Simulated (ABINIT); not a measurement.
## A GW chain in ABINIT: CaO (Lime)

Aim: the G0W0 gap of CaO (Lime) on PBE, step by step.

Calculated with ABINIT 10.8.3; PBE and many-body steps on it, plane waves.

### 1. The structure

It takes space group Fm-3m (No. 225, cubic). The conventional cell has a = 4.813 Å, b = 4.813 Å, c = 4.813 Å, α = 90.00°, β = 90.00°, γ = 90.00°. Ca has 6 O at 2.41 Å nearest. Nearest to O lie 6 Ca at 2.41 Å. Farther neighbours and most contacts between anions are not listed.

The cell and positions come from the Crystallography Open Database and are kept as given unless a step says otherwise.

### 2. Ground state

This step: ABINIT 10.8.3; DFT, PBE, plane waves, norm-conserving pseudopotentials.

The ground-state density comes first.

File run.abi:

```
acell 3*1.0 Angstrom
rprim 
  -0.000000000000 2.406500000000 2.406500000000
  2.406500000000 -0.000000000000 2.406500000000
  2.406500000000 2.406500000000 -0.000000000000
ntypat 2
znucl 20 8
natom 2
typat 1 2
xred 
  0.000000000000 0.000000000000 0.000000000000
  0.500000000000 0.500000000000 0.500000000000
pp_dirpath "pseudos"
pseudos "Ca.upf, O.upf"
ecut 36
ngkpt 8 8 8
nshiftk 1
shiftk 0 0 0
kptopt 1
chksymbreak 0
nband 13
occopt 1
tolvrs 1e-10
nstep 60
prtwf 0
optforces 0
optstress 0
indata_prefix "in"
outdata_prefix "out"
tmpdata_prefix "tmp"
```

Command:

```sh
> OMP_NUM_THREADS=1 mpirun -n 8 abinit run.abi > log
```

Numbers of over 12 decimals in the logs are rounded to 6 here.

Output:

```text
.Version 10.8.3 of ABINIT. v10.8.2 released Aug 2026.

 Symmetries : space group Fm -3 m (#225); Bravais cF (face-center cubic)
================================================================================
 Values of the parameters that define the memory need of the present run
     intxc =       0    ionmov =       0      iscf =       7    lmnmax =       6
     lnmax =       6     mgfft =      36  mpssoang =       3    mqgrid =    3001
     natom =       2  nloc_mem =       1    nspden =       1   nspinor =       1
    nsppol =       1      nsym =      48    n1xccc =    2501    ntypat =       2
    occopt =       1   xclevel =       2
-    mband =          13        mffmem =           1         mkmem =           4
       mpw =        1964          nfft =       46656          nkpt =          29
================================================================================
  Rough estimation (10% accuracy) of disk space for files :
================================================================================

--------------------------------------------------------------------------------
------------- Echo of variables that govern the present computation ------------
--------------------------------------------------------------------------------
 -outvars: echo values of preprocessed input variables --------
            acell      1.8897261259E+00  1.8897261259E+00  1.8897261259E+00 Bohr

      chksymbreak           0
             ecut      3.60000000E+01 Hartree
-          fftalg         312

              ixc     -101130
              kpt      0.00000000E+00  0.00000000E+00  0.00000000E+00
                       1.25000000E-01  0.00000000E+00  0.00000000E+00
                       2.50000000E-01  0.00000000E+00  0.00000000E+00
                       3.75000000E-01  0.00000000E+00  0.00000000E+00
                       5.00000000E-01  0.00000000E+00  0.00000000E+00
                       1.25000000E-01  1.25000000E-01  0.00000000E+00
                       2.50000000E-01  1.25000000E-01  0.00000000E+00
                       3.75000000E-01  1.25000000E-01  0.00000000E+00
                       5.00000000E-01  1.25000000E-01  0.00000000E+00
   [... 18 further rows ...]
                      -3.75000000E-01  5.00000000E-01  1.25000000E-01
                      -2.50000000E-01  5.00000000E-01  2.50000000E-01
         kptrlatt        8    0    0      0    8    0      0    0    8
          kptrlen      5.14505140E+01
P           mkmem           4
            natom           2
            nband          13
            ngfft          36      36      36
             nkpt          29
            nstep          60
             nsym          48
           ntypat           2
              occ      2.000000  2.000000  2.000000  2.000000  2.000000  2.000000
                       2.000000  2.000000  0.000000  0.000000  0.000000  0.000000
                       0.000000
        optforces           0
        optstress           0
            prtwf           0
            rprim     -0.0000000000E+00  2.4065000000E+00  2.4065000000E+00
[...]
spgroup         225

           tolvrs      1.00000000E-10

             xred      0.0000000000E+00  0.0000000000E+00  0.0000000000E+00
[...]
znucl       20.00000    8.00000

================================================================================

 chkinp: Checking input parameters for consistency.

================================================================================
== DATASET  1 ==================================================================
-   mpi_nproc: 8, omp_nthreads: 1 (-1 if OMP is not activated)

--- !DatasetInfo
iteration_state: {dtset: 1, }
dimensions: {natom: 2, nkpt: 29, mband: 13, nsppol: 1, nspinor: 1, nspden: 1, mpw: 1964, }
cutoff_energies: {ecut:  36.0, pawecutdg:  -1.0, }
electrons: {nelect:   1.60000000E+01, charge:   0.00000000E+00, occopt:   1.00000000E+00, tsmear:   1.00000000E-02, }

 Real(R)+Recip(G) space primitive vectors, cartesian coordinates (Bohr,Bohr^-1):
 R(1)=  0.0000000  4.5476259  4.5476259  G(1)= -0.1099475  0.1099475  0.1099475
 R(2)=  4.5476259  0.0000000  4.5476259  G(2)=  0.1099475 -0.1099475  0.1099475
 R(3)=  4.5476259  4.5476259  0.0000000  G(3)=  0.1099475  0.1099475 -0.1099475
 Unit cell volume ucvol=  1.8809801E+02 bohr^3
 Angles (23,13,12)=  6.00000000E+01  6.00000000E+01  6.00000000E+01 degrees

 getcut: wavevector=  0.0000  0.0000  0.0000  ngfft=  36  36  36
         ecut(hartree)=     36.000   => boxcut(ratio)=   2.07246

--- Pseudopotential description ------------------------------------------------
- Ca Generated using ONCVPSP code by D. R. Hamann
- 20.00000  10.00000  171031                  znucl, zion, pspdat
12 -101130 2 -1 1766                          pspcod,pspxc,lmax,lloc,mmax
     nproj     2     2     2
  pspatm : epsatm=   12.33471919
         --- l  ekb(1:nproj) -->
[...]
pspatm: atomic psp has been read  and splines computed

- O Generated using ONCVPSP code by D. R. Hamann
-  8.00000   6.00000  171031                  znucl, zion, pspdat
12 -101130 2 -1 936                           pspcod,pspxc,lmax,lloc,mmax
     nproj     2     2     1
  pspatm : epsatm=    6.19545534
         --- l  ekb(1:nproj) -->
[...]
1   -4.717130   -1.149271
             2   -1.331955
 pspatm: atomic psp has been read  and splines computed

   2.96482793E+02                                ecore*ucvol(ha*bohr**3)
--------------------------------------------------------------------------------

_setup2: Arith. and geom. avg. npw (full set) are    1940.436    1940.412

================================================================================

--- !BeginCycle
iteration_state: {dtset: 1, }
solver: {iscf: 7, nstep: 60, nline: 4, wfoptalg: 0, }
tolerances: {tolvrs: 1.00E-10, }

     iter   Etot(hartree)      deltaE(h)  residm     vres2
 ETOT  1  -55.233271494428    -5.523E+01 1.514E-01 5.754E+02
 ETOT  2  -55.004690637663     2.286E-01 5.139E-02 1.430E+03
 ETOT  3  -55.380443762184    -3.758E-01 1.474E-02 2.430E+01
 ETOT  4  -55.386725259412    -6.281E-03 4.894E-03 1.142E+00
 ETOT  5  -55.386742926157    -1.767E-05 3.231E-03 6.128E-01
 ETOT  6  -55.386904093586    -1.612E-04 1.541E-03 1.632E-02
 ETOT  7  -55.386908013823    -3.920E-06 1.937E-03 2.791E-04
 ETOT  8  -55.386908058106    -4.428E-08 1.246E-03 3.790E-06
 ETOT  9  -55.386908058756    -6.503E-10 2.295E-03 1.125E-06
 ETOT 10  -55.386908059092    -3.360E-10 1.205E-03 1.054E-09
 ETOT 11  -55.386908059093    -7.390E-13 1.935E-03 9.254E-11

 At SCF step   11       vres2   =  9.25E-11 < tolvrs=  1.00E-10 =>converged.

--- !ResultsGS
iteration_state: {dtset: 1, }
comment   : Summary of ground state results
lattice_vectors:
- [ -0.0000000,   4.5476259,   4.5476259, ]
- [  4.5476259,  -0.0000000,   4.5476259, ]
- [  4.5476259,   4.5476259,  -0.0000000, ]
lattice_lengths: [   6.43131,    6.43131,    6.43131, ]
lattice_angles: [ 60.000,  60.000,  60.000, ] # degrees, (23, 13, 12)
lattice_volume:   1.8809801E+02
convergence: {deltae: -7.390E-13, res2:  9.254E-11, residm:  1.935E-03, diffor:  0.000E+00, }
etotal    :  -5.53869081E+01
entropy   :   0.00000000E+00
fermie    :   1.86115127E-01
cartesian_stress_tensor: null
pressure_GPa: null
xred      :
- [  0.0000E+00,   0.0000E+00,   0.0000E+00, Ca]
- [  5.0000E-01,   5.0000E-01,   5.0000E-01,  O]
cartesian_forces: null
force_length_stats: {min: null, max: null, mean: null, }

 Integrated electronic density in atomic spheres:
 ------------------------------------------------
 Atom  Sphere_radius  Integrated_density
    1        2.00000          7.65233652
    2        2.00000          6.16580487
================================================================================

 ----iterations are completed or convergence reached----

 Mean square residual over all n,k,spin=   67.419E-07; max=  19.352E-04
 reduced coordinates (array xred) for    2 atoms
       0.000000000000      0.000000000000      0.000000000000
       0.500000000000      0.500000000000      0.500000000000
 rms dE/dt=  0.0000E+00; max dE/dt=  0.0000E+00; dE/dt below (all hartree)
    1       0.000000000000      0.000000000000      0.000000000000
    2       0.000000000000      0.000000000000      0.000000000000

 cartesian coordinates (angstrom) at end:
    1      0.000000     0.000000     0.000000
    2      2.406500     2.406500     2.406500
 length scales=  1.889726125908  1.889726125908  1.889726125908 bohr
              =  1.000000000000  1.000000000000  1.000000000000 angstroms
 prteigrs : about to open file out_EIG
 Fermi (or HOMO) energy (hartree) =   0.18612   Average Vxc (hartree)=  -0.38719
 Eigenvalues (hartree) for nkpt=  29  k points:
 kpt#   1, nband= 13, wtk=  0.00195, kpt=  0.0000  0.0000  0.0000 (reduced coord)
  -1.19837   -0.49133   -0.49133   -0.49133   -0.38219    0.18612    0.18612    0.18612
   0.35937    0.41497    0.41497    0.41497    0.46974
 prteigrs : prtvol=0 or 1, do not print more k-points.

--- !EnergyTerms
iteration_state     : {dtset: 1, }
comment             : Components of total free energy in Hartree
kinetic             :  2.44522709864429E+01
hartree             :  1.03702406318974E+01
xc                  : -1.16201536039229E+01
Ewald energy        : -4.14671963569245E+01
psp_core            :  1.57621442198582E+00
local_psp           : -3.94509884660682E+01
non_local_psp       :  7.52704327496218E-01
total_energy        : -5.53869080590932E+01
total_energy_eV     : -1.50715454816662E+03
band_energy         : -5.25791741599969E+00

== END DATASET(S) ==============================================================
================================================================================

 -outvars: echo values of variables after computation  --------
           etotal     -5.5386908059E+01
            nband          13
             nkpt          29
          spgroup         225
 [... the other variables as echoed above ...]

 Calculation completed.
```

Run time: 4.9 s. Hardware: 8 MPI ranks of Arm Neoverse V2, shared host; peak memory 0.52 GiB; 38 s of CPU time.

This step gave:

```
total energy               : -1507.1545 eV
gap                        : 3.662 eV
k of the valence top       : 0, 0, 0
k of the conduction bottom : 0.5, 0.5, 0
least direct gap           : 4.037 eV
```

The gap is indirect, with the least direct gap 0.37 eV higher.

[end of part 1 of 3]

[Paths, hosts, dates, memory and timing lines, banners, echoed tables and standing remarks are left out of the program output.]

[Logs are printed without paths, hosts, clocks, repeated set-up lines and the standing remarks that a program may print on its own settings, such as how far it seeks lower states.]

[Runs of the session that timed out or met a known fault of the program may be left out.]

[Hosts, paths, dates, database ids (printed as entryN), source tags and the programs' standing remarks are cut or masked in the printed files.]

[G0W0 gaps are taken among the corrected bands and points alone; a level outside them can change the order at an edge.]

[Where Ansatz stands beside ABINIT at settings called matched, ABINIT's density can come from a denser mesh and the files from another edition; pairs whose starting gaps differed by over 0.03 eV were left out, so agreement reads better than it is.]
